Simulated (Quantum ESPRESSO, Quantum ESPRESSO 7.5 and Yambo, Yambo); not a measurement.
# SrTiO3 (Tausonite): G0W0 with Yambo, start to end

How does a plane-wave GW calculation on SrTiO3 (Tausonite) run from the first input to the gap?

Method: PBE and many-body steps on it, plane waves, in Quantum ESPRESSO 7.5 and Yambo 5.3.0.

**What was measured.**

- Gap 3.77 eV: direct gap (M0 critical point); spectroscopic ellipsometry, second-derivative fit; 300 K; bulk crystal (commercial single crystal) (“Optical probe of ferroelectric order in bulk and thin film perovskite titanates”, 2013, arxiv:1309.1245).

Report form: the programs' logs are mostly left out.

**1. The structure**

It takes space group Pm-3m (No. 221, cubic). Conventional cell: a = 3.905 Å, b = 3.905 Å, c = 3.905 Å, α = 90.00°, β = 90.00°, γ = 90.00°. Nearest to Sr lie 12 O at 2.76 Å. Nearest to Ti lie 6 O at 1.95 Å. Nearest to O lie 2 Ti at 1.95 Å and 4 Sr at 2.76 Å. Farther neighbours and most contacts between anions are not listed.

The cell and positions come from the Crystallography Open Database and are kept as given unless a step says otherwise.

**2. Ground state**

This step: Quantum ESPRESSO 7.5; DFT, PBE with spin-orbit coupling, plane waves, norm-conserving pseudopotentials.

The ground-state density comes first.

Input file pw.in:

```
&control
  calculation = 'scf'
  prefix = 'x'
  outdir = 'o'
  pseudo_dir = 'pseudo'
/
&system
  ibrav = 0
  nat = 5
  ntyp = 3
  ecutwfc = 76.0
  nbnd = 52
  force_symmorphic = .true.
  noncolin = .true.
  lspinorb = .true.
/
&electrons
  conv_thr = 1e-10
  electron_maxstep = 80
  mixing_beta = 0.5
/
ATOMIC_SPECIES
  Sr 87.62 Sr.upf
  Ti 47.867 Ti.upf
  O 15.999 O.upf
CELL_PARAMETERS angstrom
  3.9052800000 0.0000000000 0.0000000000
  0.0000000000 3.9052800000 0.0000000000
  0.0000000000 0.0000000000 3.9052800000
ATOMIC_POSITIONS crystal
  Sr 0.5000000000 0.5000000000 0.5000000000
  Ti 0.0000000000 0.0000000000 0.0000000000
  O 0.5000000000 0.0000000000 0.0000000000
  O 0.0000000000 0.5000000000 0.0000000000
  O 0.0000000000 0.0000000000 0.5000000000
K_POINTS automatic
  6 6 6 0 0 0
```

The run is started by

```sh
$ OMP_NUM_THREADS=1 mpirun -n 4 pw.x -nk 4 -in pw.in > pw.out
```

The job ended after 53 s (4 MPI ranks of Arm Neoverse V2, shared host; peak memory 0.68 GiB; 3.5 min of CPU time).

Numbers from this step:

| Item | Value |
| --- | --- |
| total energy | -3905.7490 eV |
| gap | 1.892 eV |
| k of the valence top | -0.5, -0.5, -0.5 |
| k of the conduction bottom | 0, 0, 0 |
| least direct gap | 2.231 eV |

The gap is indirect, with the least direct gap 0.34 eV higher.

**3. Bands along the symmetry lines**

Levels along a band path, at the cheap level, show where the edges lie and whether the meshes to come will hold them.

Input file pw.in:

```
&control
  calculation = 'bands'
  prefix = 'x'
  outdir = 'o'
  pseudo_dir = 'pseudo'
/
&system
  ibrav = 0
  nat = 5
  ntyp = 3
  ecutwfc = 76.0
  nbnd = 52
  force_symmorphic = .true.
  noncolin = .true.
  lspinorb = .true.
/
&electrons
  conv_thr = 1e-9
  electron_maxstep = 80
  diago_full_acc = .true.
  diago_thr_init = 5e-6
/
ATOMIC_SPECIES
  Sr 87.62 Sr.upf
  Ti 47.867 Ti.upf
  O 15.999 O.upf
CELL_PARAMETERS angstrom
  3.9052800000 0.0000000000 0.0000000000
  0.0000000000 3.9052800000 0.0000000000
  0.0000000000 0.0000000000 3.9052800000
ATOMIC_POSITIONS crystal
  Sr 0.5000000000 0.5000000000 0.5000000000
  Ti 0.0000000000 0.0000000000 0.0000000000
  O 0.5000000000 0.0000000000 0.0000000000
  O 0.0000000000 0.5000000000 0.0000000000
  O 0.0000000000 0.0000000000 0.5000000000
K_POINTS crystal
  50
  0.00000000 0.00000000 0.00000000 1
  0.00000000 0.06250000 0.00000000 1
  0.00000000 0.12500000 0.00000000 1
  0.00000000 0.18750000 0.00000000 1
  0.00000000 0.25000000 0.00000000 1
  0.00000000 0.31250000 0.00000000 1
  0.00000000 0.37500000 0.00000000 1
  0.00000000 0.43750000 0.00000000 1
  0.00000000 0.50000000 0.00000000 1
  0.06250000 0.50000000 0.00000000 1
  0.12500000 0.50000000 0.00000000 1
  0.18750000 0.50000000 0.00000000 1
  0.25000000 0.50000000 0.00000000 1
  0.31250000 0.50000000 0.00000000 1
  0.37500000 0.50000000 0.00000000 1
  0.43750000 0.50000000 0.00000000 1
  0.50000000 0.50000000 0.00000000 1
  0.43750000 0.43750000 0.00000000 1
  0.37500000 0.37500000 0.00000000 1
  0.31250000 0.31250000 0.00000000 1
  0.25000000 0.25000000 0.00000000 1
  0.18750000 0.18750000 0.00000000 1
  0.12500000 0.12500000 0.00000000 1
  0.06250000 0.06250000 0.00000000 1
  0.00000000 0.00000000 0.00000000 1
  0.06250000 0.06250000 0.06250000 1
  0.12500000 0.12500000 0.12500000 1
  0.18750000 0.18750000 0.18750000 1
  0.25000000 0.25000000 0.25000000 1
  0.31250000 0.31250000 0.31250000 1
  0.37500000 0.37500000 0.37500000 1
  0.43750000 0.43750000 0.43750000 1
  0.50000000 0.50000000 0.50000000 1
  0.43750000 0.50000000 0.43750000 1
  0.37500000 0.50000000 0.37500000 1
  0.31250000 0.50000000 0.31250000 1
  0.25000000 0.50000000 0.25000000 1
  0.18750000 0.50000000 0.18750000 1
  0.12500000 0.50000000 0.12500000 1
  0.06250000 0.50000000 0.06250000 1
  0.00000000 0.50000000 0.00000000 1
  0.50000000 0.50000000 0.50000000 1
  0.50000000 0.50000000 0.43750000 1
  0.50000000 0.50000000 0.37500000 1
  0.50000000 0.50000000 0.31250000 1
  0.50000000 0.50000000 0.25000000 1
  0.50000000 0.50000000 0.18750000 1
  0.50000000 0.50000000 0.12500000 1
  0.50000000 0.50000000 0.06250000 1
  0.50000000 0.50000000 0.00000000 1
```

Wall time 41 s (4 MPI ranks); peak memory 0.44 GiB.

This step gave:

| Property | Result |
| --- | --- |
| gap | 1.892 eV |
| k of the valence top | 0.5, 0.5, 0.5 |
| k of the conduction bottom | 0, 0, 0 |
| least direct gap | 2.231 eV |

The gap is 1.892 eV, as in the run before at this level.

Electronic bands along the path, in eV, zero at the top of the highest filled band:

| point | band 37 | band 38 | band 39 | band 40 | band 41 | band 42 | band 43 | band 44 |
| --- | --- | --- | --- | --- | --- | --- | --- | --- |
| Γ | -0.34 | -0.34 | -0.34 | -0.34 | 1.89 | 1.89 | 1.89 | 1.89 |
| halfway | -0.62 | -0.62 | -0.58 | -0.58 | 1.98 | 1.98 | 2.95 | 2.95 |
| X | -0.75 | -0.75 | -0.72 | -0.72 | 2.07 | 2.07 | 3.81 | 3.81 |
| halfway | -1.32 | -1.32 | -0.64 | -0.64 | 3.02 | 3.02 | 3.83 | 3.83 |
| M | -1.55 | -1.55 | -0.09 | -0.09 | 3.82 | 3.82 | 3.84 | 3.84 |
| halfway | -1.07 | -1.07 | -0.74 | -0.74 | 2.91 | 2.91 | 3.06 | 3.06 |
| Γ | -0.34 | -0.34 | -0.34 | -0.34 | 1.89 | 1.89 | 1.89 | 1.89 |
| halfway | -0.91 | -0.91 | -0.62 | -0.62 | 3.39 | 3.39 | 3.44 | 3.44 |
| R | 0.00 | 0.00 | 0.00 | 0.00 | 4.50 | 4.50 | 4.50 | 4.50 |
| halfway | -0.80 | -0.80 | -0.52 | -0.52 | 3.52 | 3.52 | 4.02 | 4.02 |
| X | -0.75 | -0.75 | -0.72 | -0.72 | 2.07 | 2.07 | 3.81 | 3.81 |
| jump to R | 0.00 | 0.00 | 0.00 | 0.00 | 4.50 | 4.50 | 4.50 | 4.50 |
| halfway | -0.66 | -0.66 | -0.05 | -0.05 | 4.11 | 4.11 | 4.12 | 4.12 |
| M | -1.55 | -1.55 | -0.09 | -0.09 | 3.82 | 3.82 | 3.84 | 3.84 |

**4. Empty states on the mesh, 4×4×4 mesh, 242 bands**

The sums over transitions need many empty states on a uniform mesh; this step solves for them.

Input file pw.in:

```
&control
  calculation = 'nscf'
  prefix = 'x'
  outdir = 'o'
  pseudo_dir = 'pseudo'
/
&system
  ibrav = 0
  nat = 5
  ntyp = 3
  ecutwfc = 76.0
  nbnd = 242
  force_symmorphic = .true.
  noncolin = .true.
  lspinorb = .true.
/
&electrons
  conv_thr = 1e-9
  electron_maxstep = 80
  diago_full_acc = .true.
  diago_thr_init = 5e-6
/
ATOMIC_SPECIES
  Sr 87.62 Sr.upf
  Ti 47.867 Ti.upf
  O 15.999 O.upf
CELL_PARAMETERS angstrom
  3.9052800000 0.0000000000 0.0000000000
  0.0000000000 3.9052800000 0.0000000000
  0.0000000000 0.0000000000 3.9052800000
ATOMIC_POSITIONS crystal
  Sr 0.5000000000 0.5000000000 0.5000000000
  Ti 0.0000000000 0.0000000000 0.0000000000
  O 0.5000000000 0.0000000000 0.0000000000
  O 0.0000000000 0.5000000000 0.0000000000
  O 0.0000000000 0.0000000000 0.5000000000
K_POINTS automatic
  4 4 4 0 0 0
```

Wall time 78 s (4 MPI ranks); peak memory 1 GiB.

Numbers from this step:

```yaml
gap: 1.892 eV
k_of_the_valence_top: -0.5, -0.5, -0.5
k_of_the_conduction_bottom: 0, 0, 0
least_direct_gap: 2.231 eV
k_points_computed: 10
lowest_point_of_the_top_converged_band_above_the_valence_top: 71.3577 eV
```

On this mesh the gap is 1.892 eV.

**5. Conversion and set-up**

This step: Yambo 5.3.0; conversion and set-up on PBE with spin-orbit coupling, plane waves, norm-conserving pseudopotentials.

The states are converted to the many-body program's format and the q mesh is built.

The run is started by

```sh
$ (cd o/x.save; p2y > p2y.log; mv SAVE ../..); yambo > setup.log
```

It took 3.7 s on 1 MPI rank; peak memory 0.25 GiB.

**6. Screening and self-energy, 4×4×4 mesh, 242 bands, screening to 136.1 eV**

G0W0 replaces the xc potential by the self-energy, built once from these orbitals. Only a window of levels is corrected, while the sums run over the empty bands that the input names.

This step: G0W0 on PBE with spin-orbit coupling, plane waves, norm-conserving pseudopotentials.

Input file gw4.in:

```
HF_and_locXC
gw0
dyson
ppa
em1d
rim_cut
RandQpts= 1000000
RandGvec= 1 RL
EXXRLvcs= 76 Ry
VXCRLvcs= 304 Ry
Chimod= "HARTREE"
% BndsRnXp
 1 | 242 |
%
NGsBlkXp= 10 Ry
% LongDrXp
 1 | 1 | 1 |
%
% GbndRnge
 1 | 242 |
%
DysSolver= "n"
ExtendOut
PPAPntXp= 27.21138 eV
% QPkrange
 10 | 10 | 37 | 44 |
 1 | 1 | 37 | 44 |
%
```

The run is started by

```sh
$ OMP_NUM_THREADS=2 mpirun -n 2 yambo -F gw4.in -J gw4 -C gw4 > gw4.log
```

Elapsed: 9.3 min, on 2 MPI ranks; peak memory 1.8 GiB; 36 min of CPU time.

Numbers from this step:

```
G0W0 gap on the points computed              : 3.470 eV
starting gap on the mesh                     : 1.892 eV
k of the valence top                         : -0.5, -0.5, -0.5
k of the conduction bottom                   : 0, 0, 0
least direct G0W0 gap on the computed points : 3.815 eV
Z at the valence top                         : 0.7663
Z at the conduction bottom                   : 0.7787
```

The gap on the mesh goes from 1.89 eV to 3.47 eV, a correction of +1.58 eV.

Limits: finite bands, cutoff and mesh; coarse k mesh. v1 is the top filled band, c1 the lowest empty one. Levels before and after the correction, in eV, zero at the valence-band top of each column:

|  | conduction bottom | valence top |
| --- | --- | --- |
| Kohn-Sham | 1.89 | 0.00 |
| G0W0 | 3.47 | 0.00 |

|  | level | energy (eV) |
| --- | --- | --- |
| Kohn-Sham | Γ v3-v1 | -0.340 |
| Kohn-Sham | Γ c1-c3 | 1.892 |
| Kohn-Sham | (-0.5 -0.5 -0.5) v3-v1 | 0.000 |
| Kohn-Sham | (-0.5 -0.5 -0.5) c1-c3 | 4.501 |
| G0W0 | Γ v3-v1 | -0.345 |
| G0W0 | Γ c1-c3 | 3.470 |
| G0W0 | (-0.5 -0.5 -0.5) v3-v1 | 0.000 |
| G0W0 | (-0.5 -0.5 -0.5) c1-c3 | 6.333 |

**7. Where the time went**

Times are wall times on the hardware named with each run, good to a factor of about two.

| step | time | share | memory (GiB) |
| --- | --- | --- | --- |
| ground state | 53 s | 7 % | 0.68 |
| bands along the symmetry lines | 41 s | 6 % | 0.44 |
| empty states on the mesh | 78 s | 11 % | 1.0 |
| conversion and set-up | 3.7 s | 1 % | 0.25 |
| screening and self-energy | 9.3 min | 76 % | 1.8 |

**8. Summary of results**

| Quantity | Value |
| --- | --- |
| PBE gap | 1.89 eV, indirect |
| G0W0 gap on the mesh | 3.47 eV |
| GW settings | 4×4×4 mesh, 242 bands, screening to 136.1 eV, Godby-Needs plasmon pole |
| known limits | not at the basis limit; coarse k mesh |

G0W0 moves the gap on the mesh from 1.89 eV to 3.47 eV (+1.58 eV), with Z of 0.77 and 0.78 at the edges. Only 2 of the mesh's irreducible points were corrected, so a valley elsewhere could overtake. The dearest step here is «screening and self-energy». Against experiment, by G0W0@PBE: the direct gap of 3.82 eV lies +0.05 eV from the measured 3.77 eV (direct, 300 K, 2013). An exciton line or allowed optical edge lies below the quasiparticle gap by the binding energy; a forbidden edge can push the onset above it. The calculation has static nuclei and no excitons; a measured gap holds zero-point and thermal motion, which mostly lowers it. Bands and cutoff are finite, so the gap is not at the basis limit. The miss can reach some tenths of an eV and take either sign; the mesh is an error of its own. In the G0W0 run levels were corrected at 2 k points alone, so a gap called «on the mesh» is the least over those, and an edge elsewhere would be missed. The 4×4×4 mesh is coarse for this cell, which bears on the long-range parts of exchange and screening. This is the ideal cubic cell; many perovskites, halides above all, are cubic only on average, and local tilts or off-centring can widen the gap.

[Paths, hosts, dates, memory and timing lines, banners, echoed tables and standing remarks are left out of the program output.]

[Logs are printed without paths, hosts, clocks, repeated set-up lines and the standing remarks that a program may print on its own settings, such as how far it seeks lower states.]

[Runs of the session that timed out or met a known fault of the program may be left out.]

[Hosts, paths, dates, database ids (printed as entryN), source tags and the programs' standing remarks are cut or masked in the printed files.]
